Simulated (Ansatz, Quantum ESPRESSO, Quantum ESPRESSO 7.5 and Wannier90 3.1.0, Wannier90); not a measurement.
# Ballistic channels from Wannier functions: straight Ag chain, spacing 2.47 Å

How many channels does the wire offer, and does a small Wannier basis get them right? The wire: straight Ag chain, spacing 2.47 Å.

Method: plane-wave DFT, PBEsol, GBRV ultrasoft pseudopotentials (cross-check by Ansatz 0.2.0 with PAW datasets), in Quantum ESPRESSO 7.5 and Wannier90 3.1.0.

### Step 1. The structure

The cell holds 1 atom: 1 Ag. Its edges and angles: a = 8.000 Å, b = 8.000 Å, c = 2.474 Å, α = 90.0°, β = 90.0°, γ = 90.0°. Vacuum lies along a and b. The structure's axis is c.

### Step 2. Ground state

Input file scf.in:

```
&control
  prefix = 'scf'
  outdir = './out'
  pseudo_dir = './pseudo'
  calculation = 'scf'
  tprnfor = .true.
/
&system
  ibrav = 0
  nat = 1
  ntyp = 1
  ecutwfc = 34
  ecutrho = 170
  occupations = 'smearing'
  smearing = 'mv'
  degauss = 0.005
/
&electrons
  conv_thr = 1e-07
  mixing_beta = 0.4
  electron_maxstep = 120
  mixing_mode = 'local-TF'
/
ATOMIC_SPECIES
  Ag  107.8682  ag_pbesol_v1.4.uspp.F.UPF
CELL_PARAMETERS angstrom
  8.00000000000000 0.00000000000000 0.00000000000000
  0.00000000000000 8.00000000000000 0.00000000000000
  0.00000000000000 0.00000000000000 2.47380000000000
ATOMIC_POSITIONS crystal
  Ag  0.000000000000 0.000000000000 0.000000000000
K_POINTS automatic
  1 1 28 0 0 0
```

The run is started by

```sh
> OMP_NUM_THREADS=1 mpirun -n 2 pw.x -nk 2 -in scf.in > scf.out
```

Log:

```text
Program PWSCF v.7.5 starts
[citation notice left out]

     Parallel version (MPI & OpenMP), running on       2 processor cores
     Number of MPI processes:                 2
     Threads/MPI process:                     1

     MPI processes distributed on     1 nodes
[...]
Current dimensions of program PWSCF are:
     Max number of different atomic species (ntypx) = 10
     Max number of k-points (npk) =  40000
     Max angular momentum in pseudopotentials (lmaxx) =  4
     Message from routine setup:
     using ibrav=0 with symmetry is DISCOURAGED, use correct ibrav instead

     K-points division:     npool     =       2
     Subspace diagonalization in iterative solution of the eigenvalue problem:
     a serial algorithm will be used

     G-vector sticks info
     --------------------
     sticks:   dense  smooth     PW     G-vecs:    dense   smooth      PW
     Sum        3093    2469    769                39991    28701    4993

     Using Slab Decomposition

     bravais-lattice index     =            0
     lattice parameter (alat)  =      15.1178  a.u.
     unit-cell volume          =    1068.4179 (a.u.)^3
     number of atoms/cell      =            1
     number of atomic types    =            1
     number of electrons       =        19.00
     number of Kohn-Sham states=           14
     kinetic-energy cutoff     =      34.0000  Ry
     charge density cutoff     =     170.0000  Ry
     scf convergence threshold =      1.0E-07
     mixing beta               =       0.4000
     number of iterations used =            8  local-TF  mixing
     Exchange-correlation= SLA  PW   PSX  PSC
                           (   1   4  10   8   0   0   0)

     celldm(1)=  15.117809  celldm(2)=   0.000000  celldm(3)=   0.000000
     celldm(4)=   0.000000  celldm(5)=   0.000000  celldm(6)=   0.000000

     crystal axes: (cart. coord. in units of alat)
               a(1) = (   1.000000   0.000000   0.000000 )
               a(2) = (   0.000000   1.000000   0.000000 )
               a(3) = (   0.000000   0.000000   0.309225 )

     reciprocal axes: (cart. coord. in units 2 pi/alat)
               b(1) = (  1.000000  0.000000  0.000000 )
               b(2) = (  0.000000  1.000000  0.000000 )
               b(3) = (  0.000000  0.000000  3.233891 )

     PseudoPot. # 1 for Ag read from file:
     ./pseudo/ag_pbesol_v1.4.uspp.F.UPF
     Pseudo is Ultrasoft + core correction, Zval = 19.0
     Generated by new atomic code, or converted to UPF format
     Using radial grid of  887 points,  6 beta functions with:
                l(1) =   0
                l(2) =   0
                l(3) =   1
                l(4) =   1
                l(5) =   2
                l(6) =   2
     Q(r) pseudized with  6 coefficients,  rinner =    1.300   1.300   1.300
                                                       1.300   1.300

     atomic species   valence    mass     pseudopotential
     Ag               19.00   107.86820     Ag( 1.00)

     16 Sym. Ops., with inversion, found

   Cartesian axes

     site n.     atom                  positions (alat units)
         1        Ag     tau(   1) = (   0.0000000   0.0000000   0.0000000  )

     number of k points=    15  Marzari-Vanderbilt smearing, width (Ry)=  0.0050
                       cart. coord. in units 2pi/alat
        k(    1) = (   0.0000000   0.0000000   0.0000000), wk =   0.0714286
        k(    2) = (   0.0000000   0.0000000   0.1154961), wk =   0.1428571
        k(    3) = (   0.0000000   0.0000000   0.2309922), wk =   0.1428571
        k(    4) = (   0.0000000   0.0000000   0.3464883), wk =   0.1428571
        k(    5) = (   0.0000000   0.0000000   0.4619845), wk =   0.1428571
        k(    6) = (   0.0000000   0.0000000   0.5774806), wk =   0.1428571
        k(    7) = (   0.0000000   0.0000000   0.6929767), wk =   0.1428571
        k(    8) = (   0.0000000   0.0000000   0.8084728), wk =   0.1428571
        k(    9) = (   0.0000000   0.0000000   0.9239689), wk =   0.1428571
        k(   10) = (   0.0000000   0.0000000   1.0394650), wk =   0.1428571
[...]
k(   15) = (   0.0000000   0.0000000  -1.6169456), wk =   0.0714286

     Dense  grid:    39991 G-vectors     FFT dimensions: (  64,  64,  20)

     Smooth grid:    28701 G-vectors     FFT dimensions: (  60,  60,  18)

     Estimated max dynamical RAM per process >      88.44 MB

     Estimated total dynamical RAM >     167.11 MB

     Initial potential from superposition of free atoms

     starting charge      18.5000, renormalised to      19.0000

     negative rho (up, down):  2.161E-03 0.000E+00
     Starting wfcs are   13 randomized atomic wfcs +    1 random wfcs

     total cpu time spent up to now is        0.4 secs

     per-process dynamical memory:    29.9 Mb

     Self-consistent Calculation

     iteration #  1     ecut=    34.00 Ry     beta= 0.40
     Davidson diagonalization with overlap
     ethr =  1.00E-02,  avg # of iterations =  6.5

     negative rho (up, down):  5.339E-02 0.000E+00

     total cpu time spent up to now is        1.2 secs

     total energy              =    -295.32981993 Ry
     estimated scf accuracy    <       2.29404778 Ry

     iteration #  2     ecut=    34.00 Ry     beta= 0.40
[...]
negative rho (up, down):  6.741E-02 0.000E+00

[...]
total energy              =    -295.40619097 Ry
     estimated scf accuracy    <       0.23636546 Ry

     iteration #  3     ecut=    34.00 Ry     beta= 0.40
[...]
negative rho (up, down):  6.596E-02 0.000E+00

[...]
total energy              =    -295.42466425 Ry
     estimated scf accuracy    <       0.03149323 Ry

     iteration #  4     ecut=    34.00 Ry     beta= 0.40
[...]
negative rho (up, down):  3.185E-02 0.000E+00

[...]
total energy              =    -295.41248141 Ry
     estimated scf accuracy    <       0.01692705 Ry

     iteration #  5     ecut=    34.00 Ry     beta= 0.40
[...]
negative rho (up, down):  2.824E-02 0.000E+00

[...]
total energy              =    -295.41614119 Ry
     estimated scf accuracy    <       0.00134161 Ry

     iteration #  6     ecut=    34.00 Ry     beta= 0.40
[...]
negative rho (up, down):  3.093E-03 0.000E+00

[...]
total energy              =    -295.41535287 Ry
     estimated scf accuracy    <       0.00077229 Ry

     iteration #  7     ecut=    34.00 Ry     beta= 0.40
[...]
negative rho (up, down):  1.617E-03 0.000E+00

[...]
total energy              =    -295.41531919 Ry
     estimated scf accuracy    <       0.00032920 Ry

     iteration #  8     ecut=    34.00 Ry     beta= 0.40
[...]
negative rho (up, down):  7.178E-04 0.000E+00

[...]
total energy              =    -295.41540226 Ry
     estimated scf accuracy    <       0.00001068 Ry

     iteration #  9     ecut=    34.00 Ry     beta= 0.40
[...]
negative rho (up, down):  8.059E-04 0.000E+00

[...]
total energy              =    -295.41540371 Ry
     estimated scf accuracy    <       0.00000564 Ry

     iteration # 10     ecut=    34.00 Ry     beta= 0.40
[...]
negative rho (up, down):  8.525E-04 0.000E+00

[...]
total energy              =    -295.41540419 Ry
     estimated scf accuracy    <       0.00000171 Ry

     iteration # 11     ecut=    34.00 Ry     beta= 0.40
[...]
negative rho (up, down):  8.638E-04 0.000E+00

[...]
total energy              =    -295.41540450 Ry
     estimated scf accuracy    <       0.00000011 Ry

     iteration # 12     ecut=    34.00 Ry     beta= 0.40
[...]
negative rho (up, down):  8.695E-04 0.000E+00

[...]
End of self-consistent calculation

          k = 0.0000 0.0000 0.0000 (  3621 PWs)   bands (ev):

   -93.2733 -56.7425 -56.7425 -56.6827  -8.2969  -5.8022  -5.8009  -4.5088
    -4.5088  -4.1440   0.2994   0.2994   1.7271   2.9070

          k = 0.0000 0.0000 0.1155 (  3617 PWs)   bands (ev):

   -93.2727 -56.7419 -56.7419 -56.6887  -8.2471  -5.7963  -5.7950  -4.5542
    -4.5542  -4.1205   0.3525   0.3525   1.7574   2.9374

          k = 0.0000 0.0000 0.2310 (  3585 PWs)   bands (ev):

   -93.2708 -56.7402 -56.7402 -56.7067  -8.0993  -5.7787  -5.7774  -4.6835
    -4.6835  -4.0497   0.5066   0.5066   1.8484   3.0286

          k = 0.0000 0.0000 0.3465 (  3593 PWs)   bands (ev):

   -93.2678 -56.7374 -56.7374 -56.7356  -7.8583  -5.7503  -5.7491  -4.8798
    -4.8798  -3.9303   0.7493   0.7493   2.0002   3.1806

          k = 0.0000 0.0000 0.4620 (  3597 PWs)   bands (ev):

   -93.2639 -56.7738 -56.7337 -56.7337  -7.5330  -5.7123  -5.7112  -5.1218
    -5.1218  -3.7598   1.0663   1.0663   2.2128   3.3934

          k = 0.0000 0.0000 0.5775 (  3589 PWs)   bands (ev):

   -93.2591 -56.8195 -56.7292 -56.7292  -7.1367  -5.6666  -5.6655  -5.3892
    -5.3892  -3.5333   1.4460   1.4460   2.4864   3.6673

[...]
the Fermi energy is    -2.8669 ev

!    total energy              =    -295.41540448 Ry
     estimated scf accuracy    <       0.00000004 Ry
     smearing contrib. (-TS)   =      -0.00011721 Ry
     internal energy E=F+TS    =    -295.41528727 Ry

     The total energy is F=E-TS. E is the sum of the following terms:
     one-electron contribution =    -448.62361479 Ry
     hartree contribution      =     220.86596558 Ry
     xc contribution           =     -28.61729906 Ry
     ewald contribution        =     -39.04033900 Ry

     convergence has been achieved in  12 iterations

     negative rho (up, down):  8.695E-04 0.000E+00

     Forces acting on atoms (cartesian axes, Ry/au):

     atom    1 type  1   force =     0.00000000    0.00000000    0.00000000

     Total force =     0.000000     Total SCF correction =     0.000000

[...]
=------------------------------------------------------------------------------=
   JOB DONE.
=------------------------------------------------------------------------------=
```

Wall time 8.8 s (2 MPI ranks of Arm Neoverse V2, shared host); peak memory 0.25 GiB.

Read from the output:

```
free energy  : -4019.3313 eV
Fermi energy : -2.867 eV
```

The program's own clock; routines nest. Time by routine:

| routine | wall time (s) | calls |
| --- | --- | --- |
| PWSCF | 8.22 | 1 |
| electrons | 7.68 | 1 |
| c_bands | 3.74 | 12 |
| cegterg | 3.41 | 96 |
| h_psi | 2.77 | 358 |
| fftw | 2.71 | 7898 |
| vloc_psi | 2.56 | 358 |
| mix_rho | 1.57 | 12 |
| sum_band | 1.39 | 12 |
| ffts | 0.8 | 1344 |
| newd | 0.75 | 13 |
| init_run | 0.36 | 1 |
| v_of_rho | 0.29 | 13 |
| calbec | 0.15 | 486 |

The run needed 12 iterations to bring the estimated error under 1e-07 Ry.

### Step 3. Full uniform mesh without symmetry

Wannier90 needs the states on a whole uniform mesh, listed point by point, without symmetry.

Input file nscf.in:

```
&control
  prefix = 'nscf'
  outdir = './out'
  pseudo_dir = './pseudo'
  calculation = 'nscf'
/
&system
  ibrav = 0
  nat = 1
  ntyp = 1
  ecutwfc = 34
  ecutrho = 170
  occupations = 'smearing'
  smearing = 'mv'
  degauss = 0.005
  nosym = .true.
  noinv = .true.
  nbnd = 21
/
&electrons
  conv_thr = 1e-09
  mixing_beta = 0.4
  electron_maxstep = 120
  mixing_mode = 'local-TF'
  diago_full_acc = .true.
/
ATOMIC_SPECIES
  Ag  107.8682  ag_pbesol_v1.4.uspp.F.UPF
CELL_PARAMETERS angstrom
  8.00000000000000 0.00000000000000 0.00000000000000
  0.00000000000000 8.00000000000000 0.00000000000000
  0.00000000000000 0.00000000000000 2.47380000000000
ATOMIC_POSITIONS crystal
  Ag  0.000000000000 0.000000000000 0.000000000000
K_POINTS crystal
14
  0.0000000000 0.0000000000 0.0000000000 0.0714285714
  0.0000000000 0.0000000000 0.0714285714 0.0714285714
  0.0000000000 0.0000000000 0.1428571429 0.0714285714
  0.0000000000 0.0000000000 0.2142857143 0.0714285714
  0.0000000000 0.0000000000 0.2857142857 0.0714285714
  0.0000000000 0.0000000000 0.3571428571 0.0714285714
  0.0000000000 0.0000000000 0.4285714286 0.0714285714
  0.0000000000 0.0000000000 0.5000000000 0.0714285714
  0.0000000000 0.0000000000 0.5714285714 0.0714285714
  0.0000000000 0.0000000000 0.6428571429 0.0714285714
  0.0000000000 0.0000000000 0.7142857143 0.0714285714
  0.0000000000 0.0000000000 0.7857142857 0.0714285714
  0.0000000000 0.0000000000 0.8571428571 0.0714285714
  0.0000000000 0.0000000000 0.9285714286 0.0714285714
```

The run is started by

```sh
> cp -r out/scf.save out/nscf.save
> cp out/scf.xml out/nscf.xml
> OMP_NUM_THREADS=1 mpirun -n 2 pw.x -nk 1 -in nscf.in > nscf.out
```

Log:

```text
[banner, memory and clock lines left out]
Program PWSCF v.7.5 starts
[citation notice left out]

[...]
bravais-lattice index     =            0
     lattice parameter (alat)  =      15.1178  a.u.
     unit-cell volume          =    1068.4179 (a.u.)^3
     number of atoms/cell      =            1
     number of atomic types    =            1
     number of electrons       =        19.00
     number of Kohn-Sham states=           21
     kinetic-energy cutoff     =      34.0000  Ry
     charge density cutoff     =     170.0000  Ry
     Exchange-correlation= SLA  PW   PSX  PSC
                           (   1   4  10   8   0   0   0)

[...]
PseudoPot. # 1 for Ag read from file:
     ./pseudo/ag_pbesol_v1.4.uspp.F.UPF
     Pseudo is Ultrasoft + core correction, Zval = 19.0
     Generated by new atomic code, or converted to UPF format
     Using radial grid of  887 points,  6 beta functions with:
                l(1) =   0
                l(2) =   0
                l(3) =   1
                l(4) =   1
                l(5) =   2
                l(6) =   2
     Q(r) pseudized with  6 coefficients,  rinner =    1.300   1.300   1.300
                                                       1.300   1.300

     atomic species   valence    mass     pseudopotential
     Ag               19.00   107.86820     Ag( 1.00)

     No symmetry found

[...]
number of k points=    14  Marzari-Vanderbilt smearing, width (Ry)=  0.0050
[...]
Dense  grid:    39991 G-vectors     FFT dimensions: (  64,  64,  20)

     Smooth grid:    28701 G-vectors     FFT dimensions: (  60,  60,  18)

     The potential is recalculated from file :
     ./out/nscf.save/charge-density

     negative rho (up, down):  8.695E-04 0.000E+00
     Starting wfcs are   13 randomized atomic wfcs +    8 random wfcs

     Band Structure Calculation
     Davidson diagonalization with overlap

     ethr =  5.26E-12,  avg # of iterations = 37.4

     End of band structure calculation

          k = 0.0000 0.0000 0.0000 (  3621 PWs)   bands (ev):

   -93.2684 -56.7379 -56.7379 -56.6779  -8.2930  -5.7985  -5.7971  -4.5046
    -4.5046  -4.1420   0.3007   0.3007   1.7283   2.9093   4.5222   4.5222
     4.7967   4.9818   8.0707   8.0707   9.1426

          k = 0.0000 0.0000 0.2310 (  3585 PWs)   bands (ev):

   -93.2659 -56.7355 -56.7355 -56.7019  -8.0954  -5.7749  -5.7737  -4.6794
    -4.6794  -4.0477   0.5080   0.5080   1.8497   3.0308   4.6592   4.6592
     4.9132   5.1037   8.2255   8.2255   9.2490

[...]
the Fermi energy is    -2.9100 ev
     (compare with:    -2.8669 eV, computed in scf)

[...]
```

The job ended after 4.9 s (2 MPI ranks; peak memory 0.11 GiB).

Numbers from this step:

```
Fermi energy : -2.91 eV
```

(Continued in part 2 of 5.)

[Logs are printed without paths, hosts, clocks, repeated set-up lines and the standing remarks that a program may print on its own settings, such as how far it seeks lower states.]

[Hosts, paths, dates, database ids (printed as entryN), source tags and the programs' standing remarks are cut or masked in the printed files.]

[Maps of the electrostatic potential energy from Ansatz leave out the sawtooth potential of an applied field or a dipole correction, so their vacuum need not be flat; planar profiles and work functions include it.]
